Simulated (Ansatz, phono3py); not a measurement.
# Scattering channels in NaCl (Fm-3m), one at a time, part 4 of 5

Wanted: the sensitivity of κ of NaCl to the choices of the transport step.

Experimental results on record:
- thermal conductivity 7.1 W/m/K near room temperature (given in “Combining the AFLOW GIBBS and Elastic Libraries to efficiently and robustly screen thermo-mechanical properties of solids”, 2017, arXiv:1611.05714)
- thermal conductivity 7.1 W/m/K near room temperature (given in “Predicting the lattice thermal conductivity of solids by solving the Boltzmann transport equation: AFLOW - AAPL an automated, accurate and efficient framework”, 2017, arXiv:1611.05481)

phono3py 4.10.0; DFT PBEsol, scalar-relativistic, plane waves, PAW; phono3py on Ansatz's force constants.

So far, κ at 300 K (W/m/K): step 2 (relaxation-time solution) 7.46; step 15 (q-mesh of the transport sums 13×13×13, solver LBTE) 8.84; step 16 (solver RTA with coherences (SMM19)) 7.57; step 17 (delta function Gaussian, sigma 0.05 THz) 7.43; step 18 (delta function Gaussian, sigma 0.1 THz) 7.34.

The database entry behind the starting cell differs from later determinations by our own check (an axis about 0.4 % short against later determinations), so it need not match the best structure at ambient conditions.

## 19. Two-phonon phase space, third order supercell 3×3×3, supercell 6×6×6

The two-phonon density of states counts the channels open to a mode, without matrix elements.

File phono3py.yaml:

```yaml
phono3py:
  version: "4.10.0"
  frequency_unit_conversion_factor: 15.633302
  symmetry_tolerance: 1.00000e-05

physical_unit:
  atomic_mass: "AMU"
  length: "angstrom"

space_group:
  type: "Fm-3m"
  number: 225
  Hall_symbol: "-F 4 2 3"

primitive_matrix:
- [  1.000000000000000,  0.000000000000000,  0.000000000000000 ]
- [  0.000000000000000,  1.000000000000000,  0.000000000000000 ]
- [  0.000000000000000,  0.000000000000000,  1.000000000000000 ]

supercell_matrix:
- [   3,   0,   0 ]
- [   0,   3,   0 ]
- [   0,   0,   3 ]

# [primitive_cell block left out]
unit_cell:
  lattice:
  - [     0.000000000000000,     2.800952438200000,     2.800952438200000 ] # a
  - [     2.800952438200000,     0.000000000000000,     2.800952438200000 ] # b
  - [     2.800952438200000,     2.800952438200000,     0.000000000000000 ] # c
  points:
  - symbol: Na # 1
    coordinates: [  0.000000000000000,  0.000000000000000,  0.000000000000000 ]
    mass: 22.989769
    reduced_to: 1
  - symbol: Cl # 2
    coordinates: [  0.500000000000000,  0.500000000000000,  0.500000000000000 ]
    mass: 35.450000
    reduced_to: 2

# [supercell block left out]
phonon_supercell_matrix:
- [   6,   0,   0 ]
- [   0,   6,   0 ]
- [   0,   0,   6 ]

# [phonon_primitive_cell block left out]
# [phonon_supercell block left out]
nac:
  born_effective_charge:
  - # 1 (Na)
    - [  1.091798810999671,  0.000000000000000,  0.000000000000000 ]
    - [  0.000000000000000,  1.091798810999671,  0.000000000000000 ]
    - [  0.000000000000000,  0.000000000000000,  1.091798810999671 ]
  - # 2 (Cl)
    - [ -1.091798810999671,  0.000000000000000,  0.000000000000000 ]
    - [  0.000000000000000, -1.091798810999671,  0.000000000000000 ]
    - [  0.000000000000000,  0.000000000000000, -1.091798810999671 ]
  dielectric_constant:
    - [  2.565012258734271,  0.000000000000000,  0.000000000000000 ]
    - [  0.000000000000000,  2.565012258734271,  0.000000000000000 ]
    - [  0.000000000000000,  0.000000000000000,  2.565012258734271 ]
  unit_conversion_factor: 14.399645
```

On the command line:

```sh
$ phono3py phono3py.yaml --mesh 23 23 23 --jdos --gp 0 --num-freq-points 80
```

The log of the run:

```text
[banner, memory and clock lines left out]
Rust backend (phonors) using rayon (4 threads).
Running in phono3py.load mode.
Spglib version 2.8.0
----------------------------- General settings -----------------------------
Run mode: jdos
HDF5 data compression filter: gzip
Crystal structure was read from "phono3py.yaml".
Supercell (dim): [3 3 3]
Phonon supercell (dim-fc2): [6 6 6]
Primitive matrix:
  [1. 0. 0.]
  [0. 1. 0.]
  [0. 0. 1.]
Spacegroup: Fm-3m (225)
Use -v option to watch primitive cell, unit cell, and supercell structures.
NAC parameters were read from "phono3py.yaml".
fc3 was read from "fc3.hdf5".
fc2 was read from "fc2.hdf5".
----------------------------- Force constants ------------------------------
Max drift of fc3: 0.00000000 (xxx) 0.00000000 (xxx) 0.00000000 (xxx)
Max drift of fc2: -0.00000000 (zz) -0.00000000 (zz)
--------------------------- Calculation settings ---------------------------
Non-analytical term correction (NAC): True
NAC unit conversion factor:  14.39964
BZ integration: Tetrahedron-method
Cutoff frequency: 0.01
Number of frequency sampling points: 80
Mesh sampling: [ 23 23 23 ]
Generating grid system ... [ 23 23 23 ]
  PRB 50, 13035(R) (1994), PRB 55, 10355 (1997)
  G-cutoff distance: 1.18, Number of G-points: 307, Lambda: 0.20
--------------------------------- Joint DOS ---------------------------------
Running harmonic phonon calculations...
======================= Grid point 0 (1/1) =======================
q-point: ( 0.00  0.00  0.00)
Number of triplets: 364
Frequency
   0.000
   0.000
   0.000
   4.988
   4.988
   4.988
Tetrahedron method is used.
Calculations at 80 frequency points are divided into 8 batches.
1/8: [ 1  2  3  4  5  6  7  8  9 10]
2/8: [11 12 13 14 15 16 17 18 19 20]
3/8: [21 22 23 24 25 26 27 28 29 30]
4/8: [31 32 33 34 35 36 37 38 39 40]
5/8: [41 42 43 44 45 46 47 48 49 50]
6/8: [51 52 53 54 55 56 57 58 59 60]
7/8: [61 62 63 64 65 66 67 68 69 70]
8/8: [71 72 73 74 75 76 77 78 79 80]
JDOS is written into "jdos-m232323-g0.dat".
```

Elapsed: 3.8 s, on 4 threads of Arm Neoverse V1, shared host; peak memory 0.25 GiB; 4.6 s of CPU time.

Table of joint density of states at Gamma by frequency; read off at these points:

```
frequency (THz)  absorption class (1/THz)  decay class (1/THz)
           0.00                         0                    0
           0.58                      13.7              0.00448
           0.97                      11.7               0.0181
           1.16                      12.3               0.0280
           1.55                      9.89               0.0530
           2.14                      8.36                0.106
           2.72                      5.37                0.182
           3.11                      2.63                0.248
           3.69                      1.35                0.384
           4.27                     0.764                0.582
           4.85                     0.445                0.977
           5.24                     0.344                 1.20
           5.82                     0.219                 1.64
           6.41                     0.117                 2.69
           6.80                    0.0638                 7.75
           7.38                         0                 5.78
           7.96                         0                 6.71
           8.54                         0                 8.25
           8.93                         0                 8.56
           9.51                         0                 7.50
          10.10                         0                 5.90
          10.48                         0                 5.05
          11.07                         0                 2.47
          11.65                         0                 1.07
          12.23                         0                0.695
          12.62                         0                0.207
          13.20                         0                0.163
          13.79                         0                0.123
          14.37                         0               0.0898
          14.76                         0               0.0677
          15.34                         0                    0
```

The most distinct maxima of the joint density of states at Gamma (absorption class) lie at 0.58 and 1.16 THz, the highest at 0.58 THz.

## 20. Without the dipole term, third order supercell 3×3×3, supercell 6×6×6

Dropping the dipole term tests how much its part of the interpolation matters for κ.

phono3py.yaml is that of step 19.

On the command line:

```sh
$ phono3py phono3py.yaml --mesh 19 19 19 --br --isotope --nonac --ts 100 300 600
```

The log of the run:

```text
Rust backend (phonors) using rayon (4 threads).
Running in phono3py.load mode.
Spglib version 2.8.0
----------------------------- General settings -----------------------------
Run mode: conductivity-RTA
HDF5 data compression filter: gzip
Crystal structure was read from "phono3py.yaml".
Supercell (dim): [3 3 3]
Phonon supercell (dim-fc2): [6 6 6]
Primitive matrix:
  [1. 0. 0.]
  [0. 1. 0.]
  [0. 0. 1.]
Spacegroup: Fm-3m (225)
Use -v option to watch primitive cell, unit cell, and supercell structures.
fc3 was read from "fc3.hdf5".
fc2 was read from "fc2.hdf5".
----------------------------- Force constants ------------------------------
Max drift of fc3: 0.00000000 (xxx) 0.00000000 (xxx) 0.00000000 (xxx)
Max drift of fc2: -0.00000000 (zz) -0.00000000 (zz)
--------------------------- Calculation settings ---------------------------
BZ integration: Tetrahedron-method
Temperature:  100.0  300.0  600.0
Cutoff frequency: 0.01
Mesh sampling: [ 19 19 19 ]
Generating grid system ... [ 19 19 19 ]
fc3-r2q-transformation over three atoms: True
--------------------------- Phonon calculations ----------------------------
Running harmonic phonon calculations...
-------------------- Lattice thermal conductivity (RTA) --------------------
Running heat capacity calculations...
Running velocity calculations...
Running isotope scattering calculations with tetrahedron method...
======================= Grid point 0 (1/220) =======================
q-point: ( 0.00  0.00  0.00)
Boundary mean free path (millimeter): 1000.000
Mass variance parameters: 0.00e+00 5.83e-04
Number of triplets: 220
Frequency     group velocity (x, y, z)     |gv|
  -0.000   (   0.000    0.000    0.000)    0.000
   0.000   (   0.000    0.000    0.000)    0.000
   0.000   (   0.000    0.000    0.000)    0.000
   4.988   (   0.000    0.000    0.000)    0.000
   4.988   (   0.000    0.000    0.000)    0.000
   4.988   (   0.000    0.000    0.000)    0.000
======================= Grid point 1 (2/220) =======================
q-point: ( 0.05  0.00  0.00)
Boundary mean free path (millimeter): 1000.000
Mass variance parameters: 0.00e+00 5.83e-04
Number of triplets: 670
Frequency     group velocity (x, y, z)     |gv|
   0.477   ( -16.736   16.736   16.736)   28.988
   0.477   ( -16.736   16.736   16.736)   28.988
   0.707   ( -24.974   24.974   24.974)   43.256
   4.983   (   0.475   -0.475   -0.475)    0.823
   4.983   (   0.475   -0.475   -0.475)    0.823
   5.512   ( -33.152   33.152   33.152)   57.420
[217 grid points left out]
======================= Grid point 1647 (220/220) =======================
q-point: (-0.26  0.47  0.21)
Boundary mean free path (millimeter): 1000.000
Mass variance parameters: 0.00e+00 5.83e-04
Number of triplets: 1810
Frequency     group velocity (x, y, z)     |gv|
   3.339   (  -2.363   14.507   -0.000)   14.698
   3.455   (   1.468  -14.272    0.000)   14.348
   4.052   (  -2.420    7.127   -0.000)    7.527
   4.702   (  -0.493   -3.932    0.000)    3.963
   5.388   (   1.430    2.707   -0.000)    3.061
   5.418   (   0.722   -2.718    0.000)    2.812
=================== End of collection of collisions ===================
----------- Thermal conductivity (W/m-k) with tetrahedron method -----------
#  T(K)        xx         yy         zz         yz         xz         xy
  100.0      21.025     21.025     21.025     -0.000      0.000      0.000
  300.0       7.501      7.501      7.501     -0.000      0.000      0.000
  600.0       3.839      3.839      3.839     -0.000      0.000      0.000

Thermal conductivity related properties were written into
"kappa-m191919.hdf5".
Summary of calculation was written in "phono3py.yaml".
```

Run time: 50 s. Hardware: 4 threads; peak memory 0.25 GiB.

This step gave:

| Property | Result |
| --- | --- |
| κ at 300 K | 7.501 W/m/K |
| κ xx, yy, zz at 300 K | 7.501, 7.501, 7.501 W/m/K |

W/m/K. Kappa, by row:

```
T (K)     xx     yy     zz  yz  xz  xy
  100  21.03  21.03  21.03   0   0   0
  300  7.501  7.501  7.501   0   0   0
  600  3.839  3.839  3.839   0   0   0
```

κ at 300 K goes from 7.46 to 7.50 W/(m K). Only the interpolation between the solved wavevectors changes, and the fewer these are, the more it matters.

## 21. A changed mass, third order supercell 3×3×3, supercell 6×6×6

Changing one mass at fixed force constants separates the effect of mass from that of bonding.

phono3py.yaml is that of step 20.

On the command line:

```sh
$ phono3py phono3py.yaml --mesh 19 19 19 --br --mass 45.980 35.450 --ts 100 300 600
```

The log of the run:

```text
[banner, memory and clock lines left out]
Rust backend (phonors) using rayon (4 threads).
Running in phono3py.load mode.
Spglib version 2.8.0
----------------------------- General settings -----------------------------
Run mode: conductivity-RTA
HDF5 data compression filter: gzip
Crystal structure was read from "phono3py.yaml".
Supercell (dim): [3 3 3]
Phonon supercell (dim-fc2): [6 6 6]
Primitive matrix:
  [1. 0. 0.]
  [0. 1. 0.]
  [0. 0. 1.]
Spacegroup: Fm-3m (225)
Use -v option to watch primitive cell, unit cell, and supercell structures.
NAC parameters were read from "phono3py.yaml".
fc3 was read from "fc3.hdf5".
fc2 was read from "fc2.hdf5".
----------------------------- Force constants ------------------------------
Max drift of fc3: 0.00000000 (xxx) 0.00000000 (xxx) 0.00000000 (xxx)
Max drift of fc2: -0.00000000 (zz) -0.00000000 (zz)
--------------------------- Calculation settings ---------------------------
Non-analytical term correction (NAC): True
NAC unit conversion factor:  14.39964
BZ integration: Tetrahedron-method
Temperature:  100.0  300.0  600.0
Cutoff frequency: 0.01
Mesh sampling: [ 19 19 19 ]
Generating grid system ... [ 19 19 19 ]
fc3-r2q-transformation over three atoms: True
--------------------------- Phonon calculations ----------------------------
  PRB 50, 13035(R) (1994), PRB 55, 10355 (1997)
  G-cutoff distance: 1.18, Number of G-points: 307, Lambda: 0.20
Running harmonic phonon calculations...
-------------------- Lattice thermal conductivity (RTA) --------------------
Running heat capacity calculations...
Running velocity calculations...
======================= Grid point 0 (1/220) =======================
q-point: ( 0.00  0.00  0.00)
Boundary mean free path (millimeter): 1000.000
Number of triplets: 220
Frequency     group velocity (x, y, z)     |gv|
   0.000   (   0.000    0.000    0.000)    0.000
   0.000   (   0.000    0.000    0.000)    0.000
   0.000   (   0.000    0.000    0.000)    0.000
   4.164   (   0.000    0.000    0.000)    0.000
   4.164   (   0.000    0.000    0.000)    0.000
   4.164   (   0.000    0.000    0.000)    0.000
======================= Grid point 1 (2/220) =======================
q-point: ( 0.05  0.00  0.00)
Boundary mean free path (millimeter): 1000.000
Number of triplets: 670
Frequency     group velocity (x, y, z)     |gv|
   0.398   ( -14.046   14.046   14.046)   24.328
   0.398   ( -14.046   14.046   14.046)   24.328
   0.601   ( -21.225   21.225   21.225)   36.763
   4.154   (   0.682   -0.682   -0.682)    1.182
   4.154   (   0.682   -0.682   -0.682)    1.182
   6.364   (   1.067   -1.067   -1.067)    1.847
[217 grid points left out]
======================= Grid point 1647 (220/220) =======================
q-point: (-0.26  0.47  0.21)
Boundary mean free path (millimeter): 1000.000
Number of triplets: 1810
Frequency     group velocity (x, y, z)     |gv|
   2.697   (  -0.548    9.888   -0.000)    9.903
   2.778   (   1.006   -8.914    0.000)    8.971
   3.307   (  -4.140    5.215   -0.000)    6.659
   4.046   (   1.677   -3.288    0.000)    3.691
   4.764   (   0.524    4.783   -0.000)    4.812
   4.810   (   0.697   -4.938    0.000)    4.987
=================== End of collection of collisions ===================
----------- Thermal conductivity (W/m-k) with tetrahedron method -----------
#  T(K)        xx         yy         zz         yz         xz         xy
  100.0      14.576     14.576     14.576     -0.000      0.000      0.000
  300.0       4.734      4.734      4.734     -0.000      0.000      0.000
  600.0       2.363      2.363      2.363     -0.000      0.000      0.000

Thermal conductivity related properties were written into
"kappa-m191919.hdf5".
Summary of calculation was written in "phono3py.yaml".
```

Run time: 45 s. Hardware: 4 threads; peak memory 0.25 GiB; 2.8 min of CPU time.

This step gave:

| Item | Value |
| --- | --- |
| κ at 300 K | 4.734 W/m/K |
| κ xx, yy, zz at 300 K | 4.734, 4.734, 4.734 W/m/K |

W/m/K. Kappa, by row:

```
T (K)     xx     yy     zz  yz  xz  xy
  100  14.58  14.58  14.58   0   0   0
  300  4.734  4.734  4.734   0   0   0
  600  2.363  2.363  2.363   0   0   0
```

Without isotope scattering in either run, κ at 300 K goes from 7.84 to 4.73 W/(m K).

## 22. Mass disorder, third order supercell 3×3×3, supercell 6×6×6

A typed mass variance takes the place of the natural one on the sites of one element, as a model of more or less disorder.

phono3py.yaml is that of step 21.

On the command line:

```sh
$ phono3py phono3py.yaml --mesh 19 19 19 --br --isotope --mv 0 0.03 --ts 100 150 200 300 400 500 600 800
```

The log of the run:

```text
[banner, memory and clock lines left out]
Rust backend (phonors) using rayon (4 threads).
Running in phono3py.load mode.
Spglib version 2.8.0
----------------------------- General settings -----------------------------
Run mode: conductivity-RTA
HDF5 data compression filter: gzip
Crystal structure was read from "phono3py.yaml".
Supercell (dim): [3 3 3]
Phonon supercell (dim-fc2): [6 6 6]
Primitive matrix:
  [1. 0. 0.]
  [0. 1. 0.]
  [0. 0. 1.]
Spacegroup: Fm-3m (225)
Use -v option to watch primitive cell, unit cell, and supercell structures.
NAC parameters were read from "phono3py.yaml".
fc3 was read from "fc3.hdf5".
fc2 was read from "fc2.hdf5".
----------------------------- Force constants ------------------------------
Max drift of fc3: 0.00000000 (xxx) 0.00000000 (xxx) 0.00000000 (xxx)
Max drift of fc2: -0.00000000 (zz) -0.00000000 (zz)
--------------------------- Calculation settings ---------------------------
Non-analytical term correction (NAC): True
NAC unit conversion factor:  14.39964
BZ integration: Tetrahedron-method
Temperature:  100.0  150.0  200.0  300.0  400.0 ... 800.0
Cutoff frequency: 0.01
Mesh sampling: [ 19 19 19 ]
Generating grid system ... [ 19 19 19 ]
fc3-r2q-transformation over three atoms: True
--------------------------- Phonon calculations ----------------------------
  PRB 50, 13035(R) (1994), PRB 55, 10355 (1997)
  G-cutoff distance: 1.18, Number of G-points: 307, Lambda: 0.20
Running harmonic phonon calculations...
-------------------- Lattice thermal conductivity (RTA) --------------------
Running heat capacity calculations...
Running velocity calculations...
Running isotope scattering calculations with tetrahedron method...
======================= Grid point 0 (1/220) =======================
q-point: ( 0.00  0.00  0.00)
Boundary mean free path (millimeter): 1000.000
Mass variance parameters: 0.00e+00 3.00e-02
Number of triplets: 220
Frequency     group velocity (x, y, z)     |gv|
   0.000   (   0.000    0.000    0.000)    0.000
   0.000   (   0.000    0.000    0.000)    0.000
   0.000   (   0.000    0.000    0.000)    0.000
   4.988   (   0.000    0.000    0.000)    0.000
   4.988   (   0.000    0.000    0.000)    0.000
   4.988   (   0.000    0.000    0.000)    0.000
======================= Grid point 1 (2/220) =======================
q-point: ( 0.05  0.00  0.00)
Boundary mean free path (millimeter): 1000.000
Mass variance parameters: 0.00e+00 3.00e-02
Number of triplets: 670
Frequency     group velocity (x, y, z)     |gv|
   0.470   ( -16.592   16.592   16.592)   28.738
   0.470   ( -16.592   16.592   16.592)   28.738
   0.709   ( -25.041   25.041   25.041)   43.372
   4.975   (   0.903   -0.903   -0.903)    1.564
   4.975   (   0.903   -0.903   -0.903)    1.564
   7.626   (   1.180   -1.180   -1.180)    2.044
[217 grid points left out]
======================= Grid point 1647 (220/220) =======================
q-point: (-0.26  0.47  0.21)
Boundary mean free path (millimeter): 1000.000
Mass variance parameters: 0.00e+00 3.00e-02
Number of triplets: 1810
Frequency     group velocity (x, y, z)     |gv|
   3.372   (  -0.474   14.317   -0.000)   14.325
   3.490   (   1.483  -12.997    0.000)   13.082
   4.043   (  -3.407    6.492   -0.000)    7.332
   4.685   (  -0.875   -4.151    0.000)    4.242
   5.383   (   1.290    2.529   -0.000)    2.839
   5.413   (   0.445   -2.772    0.000)    2.808
=================== End of collection of collisions ===================
----------- Thermal conductivity (W/m-k) with tetrahedron method -----------
#  T(K)        xx         yy         zz         yz         xz         xy
  100.0       7.026      7.026      7.026     -0.000      0.000      0.000
  150.0       5.390      5.390      5.390     -0.000      0.000      0.000
  200.0       4.499      4.499      4.499     -0.000      0.000      0.000
  300.0       3.480      3.480      3.480     -0.000      0.000      0.000
  400.0       2.886      2.886      2.886     -0.000      0.000      0.000
  500.0       2.486      2.486      2.486     -0.000      0.000      0.000
  600.0       2.195      2.195      2.195     -0.000      0.000      0.000
  800.0       1.793      1.793      1.793     -0.000      0.000      0.000

Thermal conductivity related properties were written into
"kappa-m191919.hdf5".
Summary of calculation was written in "phono3py.yaml".
```

It took 52 s on 4 threads; peak memory 0.25 GiB; 3.1 min of CPU time.

Numbers from this step:

```
κ at 300 K            : 3.48 W/m/K
κ xx, yy, zz at 300 K : 3.48, 3.48, 3.48 W/m/K
```

W/m/K. Kappa, by row:

```
T (K)     xx     yy     zz  yz  xz  xy
  100  7.026  7.026  7.026   0   0   0
  150   5.39   5.39   5.39   0   0   0
  200  4.499  4.499  4.499   0   0   0
  300   3.48   3.48   3.48   0   0   0
  400  2.886  2.886  2.886   0   0   0
  500  2.486  2.486  2.486   0   0   0
  600  2.195  2.195  2.195   0   0   0
  800  1.793  1.793  1.793   0   0   0
```

κ at 300 K goes from 7.46 in the base run to 3.48 W/(m K).

(Part 4 of 5 ends here.)

[Logs are printed without paths, hosts, clocks, repeated set-up lines and the standing remarks that a program may print on its own settings, such as how far it seeks lower states.]

[Hosts, paths, dates, database ids (printed as entryN), source tags and the programs' standing remarks are cut or masked in the printed files.]

[A step with changed settings may run another functional than the one named; its input shows which.]
